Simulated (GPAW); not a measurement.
# zinc-blende (AlAs)₁₋ₓ(InAs)ₓ at x = 0.25: the As K absorption edge

Aim: the As K edge in zinc-blende (AlAs)₁₋ₓ(InAs)ₓ at x = 0.25, one member of a composition series.

Method: X-ray absorption from dipole matrix elements to empty bands, plane-wave PAW LDA, in GPAW 26.7.0.

## (1) Set-up

The cell holds 16 atoms: 6 Al, 8 As and 2 In. Its edges and angles: a = 8.146 Å, b = 8.146 Å, c = 8.146 Å, α = 60.0°, β = 60.0°, γ = 60.0°. 16-atom zinc-blende cell, 2 of 8 Al sites taken by In at random, lattice constants typed for the ends and interpolated (Vegard).

## (2) Relaxation

The cell was built by hand, so its atoms are relaxed first: near-edge features follow bond lengths closely.

Input file relax.py:

```python
import numpy as np
from ase import Atoms
from ase.parallel import parprint, paropen
from gpaw import GPAW, PW, FermiDirac, Mixer, MixerDif, setup_paths
from ase.optimize import BFGS

atoms = Atoms('AlAsAlAsInAsAlAsAlAsAlAsInAsAlAs',
    cell=[[0, 5.76025, 5.76025],
     [5.76025, 0, 5.76025],
     [5.76025, 5.76025, 0]],
    scaled_positions=[[0.999678, 0.99591, 0.999602],
     [0.125728, 0.124494, 0.122253],
     [0.995999, 0.000832, 0.499748],
     [0.125292, 0.123928, 0.621601],
     [0.998357, 0.500461, 0.000206],
     [0.126422, 0.627715, 0.122232],
     [0.99906, 0.496247, 0.499514],
     [0.124294, 0.623476, 0.620209],
     [0.496668, 0.002135, 0.004147],
     [0.624738, 0.125694, 0.126772],
     [0.499034, 0.999116, 0.498893],
     [0.629353, 0.124006, 0.625443],
     [0.504617, 0.498542, 0.000238],
     [0.628374, 0.624606, 0.127049],
     [0.496288, 0.499773, 0.499386],
     [0.626506, 0.624135, 0.621194]],
    pbc=True)
atoms.calc = GPAW(legacy_gpaw=True, mode=PW(400, force_complex_dtype=True), xc='LDA', setups={},
    kpts={'size': (3, 3, 3), 'gamma': True}, occupations=FermiDirac(0.08),
    charge=0, mixer=Mixer(0.1, 5, 50), maxiter=150,
    convergence={'density': 0.0001, 'eigenstates': 1e-6}, txt='relax.txt')
steps = []
opt = BFGS(atoms, logfile='-')
opt.attach(lambda: steps.append([atoms.get_potential_energy(), float(np.linalg.norm(atoms.get_forces(), axis=1).max())]))
done = opt.run(fmax=0.05, steps=30)
out = dict(done=bool(done), steps=steps, frac=atoms.get_scaled_positions().tolist())
import json
with paropen('out.json', 'w') as f:
    json.dump(out, f)
```

The run is started by

```console
> OMP_NUM_THREADS=1 mpirun -n 4 gpaw python relax.py
```

Numbers of over 12 decimals in the logs are rounded to 6 here.

Log:

```text
Input parameters:
  convergence: {density: 0.0001,
                eigenstates: 1e-06}
  kpts: {gamma: True,
         size: (3, 3, 3)}
  maxiter: 150
  mixer: {backend: pulay,
          beta: 0.1,
          method: separate,
          nmaxold: 5,
          weight: 50}
  mode: {ecut: 400.0,
         force_complex_dtype: True,
         name: pw}
  occupations: {fixmagmom: False,
                name: fermi-dirac,
[...]
14 Al   -0.00919    0.01204    0.01597
 15 As    0.01933    0.01212   -0.00093
Step     Time          Energy          fmax
BFGS:    0 02:35:59      -80.569034        1.654529
BFGS:    1 02:36:15      -80.704626        1.275626
BFGS:    2 02:36:36      -80.944080        0.210525
BFGS:    3 02:36:51      -80.950098        0.122377
BFGS:    4 02:37:06      -80.952363        0.096728
BFGS:    5 02:37:19      -80.954325        0.057974
BFGS:    6 02:37:32      -80.954873        0.034103
[key lines of the parts left out:]
Converged after 6 iterations.
Dipole moment: (-24.986691, -23.098829, -28.215247) |e|*Ang
Free energy:    -80.954873
Fermi level: 4.88494
```

Wall time 2.2 min (4 MPI ranks of Intel Xeon Platinum 8488C (Sapphire Rapids), shared host); peak memory 0.34 GiB.

In 6 steps the energy fell by 386 meV (energies extrapolated to zero smearing) and the largest force to 0.034 eV/Å. Atom 14 (As; the text counts from 1, the script from 0) is among those that moved most, by 0.12 Å.

## (3) The field without a hole

A plain self-consistent run shows whether there is a gap, which decides the set-up of the core-hole run.

Input file scf.py:

```python
import numpy as np
from ase import Atoms
from ase.parallel import parprint, paropen
from gpaw import GPAW, PW, FermiDirac, Mixer, MixerDif, setup_paths
from gpaw.test import gen
setup_paths.insert(0, '.')
gen('As', name='nch1s', xcname='LDA', corehole=(1, 0, 0), write_xml=True)
from gpaw.mpi import world
world.barrier()

atoms = Atoms('AlAsAlAsInAsAlAsAlAsAlAsInAsAlAs',
    cell=[[0, 5.76025, 5.76025],
     [5.76025, 0, 5.76025],
     [5.76025, 5.76025, 0]],
    scaled_positions=[[0.9999044, 0.9995958, 0.9979001],
     [0.1291518, 0.1101157, 0.1281278],
     [0.9991946, 0.9991883, 0.498407],
     [0.1251155, 0.1230587, 0.6234912],
     [0.0018021, 0.4995423, 0.9975631],
     [0.1174979, 0.6342014, 0.1331737],
     [0.9993109, 0.4974776, 0.4986238],
     [0.1282588, 0.6288806, 0.6081912],
     [0.4987372, 0.001691, 0.0010418],
     [0.6301892, 0.1106721, 0.1304365],
     [0.5000255, 0.9990879, 0.5009963],
     [0.624129, 0.1240642, 0.6265151],
     [0.503914, 0.5000475, 0.998054],
     [0.6159101, 0.6361187, 0.1357615],
     [0.4977332, 0.4984227, 0.5012997],
     [0.6295945, 0.6288455, 0.6088796]],
    pbc=True)
atoms.calc = calc = GPAW(legacy_gpaw=True, mode=PW(400, force_complex_dtype=True), xc='LDA', setups={1: 'nch1s'},
    kpts={'size': (3, 3, 3), 'gamma': True}, occupations=FermiDirac(0.05),
    charge=0, mixer=Mixer(0.1, 5, 50), maxiter=150,
    convergence={'density': 0.0001, 'eigenstates': 1e-6}, txt='scf.txt')
energy = atoms.get_potential_energy() + calc.get_reference_energy()
ef = calc.get_fermi_level()
out = dict(energy=energy, fermi=ef, forces=atoms.get_forces().tolist())
parprint(f'all-electron energy {energy:.4f} eV, Fermi level {ef:.4f} eV')
ev = np.array([[calc.get_eigenvalues(k, s) for k in range(len(calc.get_ibz_k_points()))] for s in range(calc.get_number_of_spins())])
out['homo'], out['lumo'], out['counts'] = ev[ev < ef].max(), ev[ev > ef].min(), sorted(set((ev < ef).sum((0, 2)).tolist()))
out['filled'] = (ev[:, 0] < ef).sum(1).tolist()
import json
with paropen('out.json', 'w') as f:
    json.dump(out, f)
```

The run is started by

```console
> OMP_NUM_THREADS=1 mpirun -n 4 gpaw python scf.py
```

Log:

```text
Input parameters:
  convergence: {density: 0.0001,
                eigenstates: 1e-06}
  kpts: {gamma: True,
         size: (3, 3, 3)}
  maxiter: 150
  mixer: {backend: pulay,
          beta: 0.1,
          method: separate,
          nmaxold: 5,
          weight: 50}
  mode: {ecut: 400.0,
         force_complex_dtype: True,
         name: pw}
  occupations: {fixmagmom: False,
                name: fermi-dirac,
                width: 0.05}
  setups: {1: nch1s}

Initialize ...

[... PAW data sets ...]

Reference energy: -850498.371269  # eV

Spin-paired calculation

[... convergence settings ...]
Symmetries present (total): 1
  [... symmetry matrices ...]

27 k-points: 3 x 3 x 3 Monkhorst-Pack grid
14 k-points in the irreducible part of the Brillouin zone
       k-points in crystal coordinates                weights
   0:     0.00000000    0.00000000    0.00000000          1/27
   1:     0.00000000    0.00000000    0.33333333          2/27
   2:     0.00000000    0.33333333   -0.33333333          2/27
   3:     0.00000000    0.33333333    0.00000000          2/27
   4:     0.00000000    0.33333333    0.33333333          2/27
   5:     0.33333333   -0.33333333   -0.33333333          2/27
   6:     0.33333333   -0.33333333    0.00000000          2/27
   7:     0.33333333   -0.33333333    0.33333333          2/27
   8:     0.33333333    0.00000000   -0.33333333          2/27
   9:     0.33333333    0.00000000    0.00000000          2/27
          ...
  13:     0.33333333    0.33333333    0.33333333          2/27

Wave functions: Plane wave expansion
  Cutoff energy: 400.000 eV
  Number of coefficients (min, max): 6879, 6967
  Pulay-stress correction: 0.000000 eV/Ang^3 (de/decut=0.000000)
  Using FFTW library
  Wavefunction extrapolation:
    Improved wavefunction reuse through dual PAW basis

Occupation numbers: Fermi-Dirac:
  width: 0.0500  # eV

Eigensolver
   Davidson(niter=2)

Densities:
  Coarse grid: 40*40*40 grid
  Fine grid: 80*80*80 grid
  Total Charge: 0.000000

Density mixing:
  Method: separate
  Backend: pulay
  Linear mixing parameter: 0.1
  old densities: 5
  Width of damping distribution: 1.1
  Damping of long wavelength oscillations: 50

[... Hamiltonian set-up ...]
Number of atoms: 16
Number of atomic orbitals: 74
Number of bands in calculation: 55
Number of valence electrons: 84
Bands to converge: occupied

... initialized

Initializing position-dependent things.

Density initialized from atomic densities
Creating initial wave functions:
  55 bands from LCAO basis set

                                          Al

                                 Al

                          Al

                               Al
                            As   In
                    As
                        Al
                     As

            As            As
                               In
                  As
        Al          As

           As

Atomic positions and initial magnetic moments

Positions:
   0 Al    11.506076   11.507853   11.517621    ( 0.0000,  0.0000,  0.0000)
   1 As     1.372342    1.481995    1.378241    ( 0.0000,  0.0000,  0.0000)
   2 Al     8.626523    8.626560   11.511185    ( 0.0000,  0.0000,  0.0000)
   3 As     4.300314    4.312162    1.429545    ( 0.0000,  0.0000,  0.0000)
   4 In     8.623701    5.756593    2.887869    ( 0.0000,  0.0000,  0.0000)
   5 As     4.420272    1.443931    4.329976    ( 0.0000,  0.0000,  0.0000)
   6 Al     5.737793    8.628478    8.621876    ( 0.0000,  0.0000,  0.0000)
[...]
13 As     4.446223    4.329816    7.211999    ( 0.0000,  0.0000,  0.0000)
  14 Al     5.758651    5.754679    5.738107    ( 0.0000,  0.0000,  0.0000)
  15 As     7.129606    7.133920    7.248929    ( 0.0000,  0.0000,  0.0000)

Unit cell:
           periodic     x           y           z      points  spacing
  1. axis:    yes    0.000000    5.760250    5.760250    40     0.1663
  2. axis:    yes    5.760250    0.000000    5.760250    40     0.1663
  3. axis:    yes    5.760250    5.760250    0.000000    40     0.1663

  Lengths:   8.146224   8.146224   8.146224
  Angles:   60.000000  60.000000  60.000000

Effective grid spacing dv^(1/3) = 0.1814

iter:   1   -82.845631
iter:   2   -82.206789   -2.12  -0.93
iter:   3   -81.100325   -1.57  -0.98
iter:   4   -80.987956   -2.81  -1.37
iter:   5   -80.992277   -3.03  -1.49
iter:   6   -80.969064c  -2.93  -1.91
iter:   7   -80.960179c  -4.39  -2.18
iter:   8   -80.961308c  -4.29  -2.34
iter:   9   -80.955203c  -3.94  -2.31
iter:  10   -80.955035c  -4.84  -3.02
iter:  11   -80.954903c  -5.78  -3.22
iter:  12   -80.954868c  -6.01c -3.54
iter:  13   -80.954863c  -7.01c -3.76
iter:  14   -80.954862c  -7.72c -3.89
iter:  15   -80.954862c  -7.51c -4.09c

Converged after 15 iterations.

Dipole moment: (-24.985602, -23.098854, -28.213589) |e|*Ang

Energy contributions relative to reference atoms: (reference = -850498.371269)

Kinetic:       +162.251194
Potential:     -146.680281
External:        +0.000000
XC:             -97.071195
Entropy (-ST):   -0.000003
Local:           +0.545421
SIC:             +0.000000
--------------------------
Free energy:    -80.954864
Extrapolated:   -80.954862

Showing only first 2 kpts
 Kpt  Band  Eigenvalues  Occupancy
  0    40      4.22854    2.00000
  0    41      4.35489    1.99995
  0    42      5.41715    0.00005
  0    43      5.49659    0.00001

  1    40      3.99001    2.00000
  1    41      4.09865    2.00000
  1    42      6.07150    0.00000
  1    43      6.11250    0.00000

Fermi level: 4.88286

Gap: 1.062 eV
Transition (v -> c):
  (s=0, k=0, n=41, [0.00, 0.00, 0.00]) -> (s=0, k=0, n=42, [0.00, 0.00, 0.00])
No difference between direct/indirect transitions

Forces in eV/Ang:
  0 Al    0.01025   -0.00198    0.01596
  1 As    0.02053    0.00539    0.00935
  2 Al    0.01912    0.00588    0.00125
  3 As    0.00802   -0.00028    0.00319
  4 In   -0.01059    0.00280   -0.00212
  5 As   -0.01576   -0.00812   -0.01307
  6 Al    0.01131    0.02057    0.00536
[...]
13 As   -0.02508   -0.01409   -0.02242
 14 Al   -0.00980    0.01394    0.01466
 15 As    0.01931    0.01604   -0.00373
Scalar-relativistic atomic LDA calculation for As (Arsenic, Z=33)
Core hole in 1s state (1s occupation: 2.0)
600 radial gridpoints.
|------------------------------------------------|
|------------------------------------------------|
[... the atom generator's iteration count ...]

Energy contributions:
-------------------------
Kinetic:    +2298.810624
XC:           -80.495842
Potential:  -4475.454781
-------------------------
Total:      -2257.139999

state      eigenvalue         ekin         rmax
-----------------------------------------------
1s^2.0 :  -429.649646   549.714764        0.030
2s^2.0 :   -54.524652   106.313752        0.170
2p^6.0 :   -47.885737   103.662753        0.136
3s^2.0 :    -6.960589    24.669262        0.522
3p^6.0 :    -4.903404    22.221985        0.521
3d^10.0:    -1.502997    17.049353        0.475
4s^2.0 :    -0.539904     3.098002        1.606
4p^3.0 :    -0.196323     1.805704        1.971
-----------------------------------------------
(units: Bohr and Hartree)

Generating PAW setup
Kinetic energy of the core from tauc = 2313.918695
Cutoffs:
rc(s)=2.000
rc(p)=2.000
rc(d)=2.000
rc(vbar)=1.800
rc(comp)=2.000
rc(nct)=2.000

Kinetic energy of the core states: 2287.197508
Charge: 0.0
Core electrons: 28.0
Valence electrons: 5.0
Pseudo-core charge: 1.220635
Shape function alpha=2.500
Pseudo-electron charge 6.693983
state    eigenvalue         norm
--------------------------------
4s(2) :    -0.539904     1.201804
*s    :     0.460096
4p(3) :    -0.196323     1.023247
*p    :     0.803677
*d    :     0.000000
--------------------------------

Diagonalizing with gridspacing h=0.050

state   all-electron     PAW
-------------------------------
4s:      -0.539904    -0.540221
4p:      -0.196323    -0.196570
*d:                    0.036990
*f:                    0.071517
-------------------------------
all-electron energy -850579.3261 eV, Fermi level 4.8829 eV
```

The job ended after 42 s (4 MPI ranks; peak memory 0.34 GiB; 2.8 min of CPU time).

The mesh shows a gap of 1.06 eV. The excited electron is kept all the same, so that all members of the series, with or without a gap, are treated alike.

## (4) Cell without a hole, the energy reference

The photon energy needs a difference of total energies, so the cell and mesh of the coming hole run are first run without a hole.

scf.py, as its differences from that of step 3:

```diff
@@ -32,3 +32,3 @@
 atoms.calc = calc = GPAW(legacy_gpaw=True, mode=PW(400, force_complex_dtype=True), xc='LDA', setups={1: 'nch1s'},
-    kpts={'size': (3, 3, 3), 'gamma': True}, occupations=FermiDirac(0.05),
+    kpts={'size': (3, 3, 3), 'gamma': True}, occupations=FermiDirac(0.02),
     charge=0, mixer=Mixer(0.1, 5, 50), maxiter=150,
```

Log:

```text
Input parameters:
  convergence: {density: 0.0001,
                eigenstates: 1e-06}
  kpts: {gamma: True,
         size: (3, 3, 3)}
  maxiter: 150
  mixer: {backend: pulay,
          beta: 0.1,
          method: separate,
          nmaxold: 5,
          weight: 50}
  mode: {ecut: 400.0,
         force_complex_dtype: True,
         name: pw}
  occupations: {fixmagmom: False,
                name: fermi-dirac,
[...]
4s(2) :    -0.539904     1.201804
*s    :     0.460096
4p(3) :    -0.196323     1.023247
*p    :     0.803677
*d    :     0.000000
--------------------------------

Diagonalizing with gridspacing h=0.050

state   all-electron     PAW
-------------------------------
4s:      -0.539904    -0.540221
4p:      -0.196323    -0.196570
*d:                    0.036990
*f:                    0.071517
-------------------------------
all-electron energy -850579.3261 eV, Fermi level 4.8248 eV
[key lines of the parts left out:]
Converged after 15 iterations.
Dipole moment: (-24.985601, -23.098853, -28.213588) |e|*Ang
Free energy:    -80.954864
Fermi level: 4.82476
```

Run time: 40 s. Hardware: 4 MPI ranks; peak memory 0.34 GiB.

Reference energy: -850579.326 eV with the cores included.

[end of part 1 of 3]

[Banner, clock and machine lines of the logs are left out without a mark of their own.]

[Logs are printed without paths, hosts, clocks, repeated set-up lines and the standing remarks that a program may print on its own settings, such as how far it seeks lower states.]

[Hosts, paths, dates, database ids (printed as entryN), source tags and the programs' standing remarks are cut or masked in the printed files.]

[Lists of maxima count a maximum above −3 eV only where it reaches 4 % of the highest in the window and stands out from its surroundings by 2 % of it (1.5 % where it reaches 55 %); shoulders and weaker maxima are passed over, and of the rest the first, up to two pre-edge ones and the few strongest are named.]
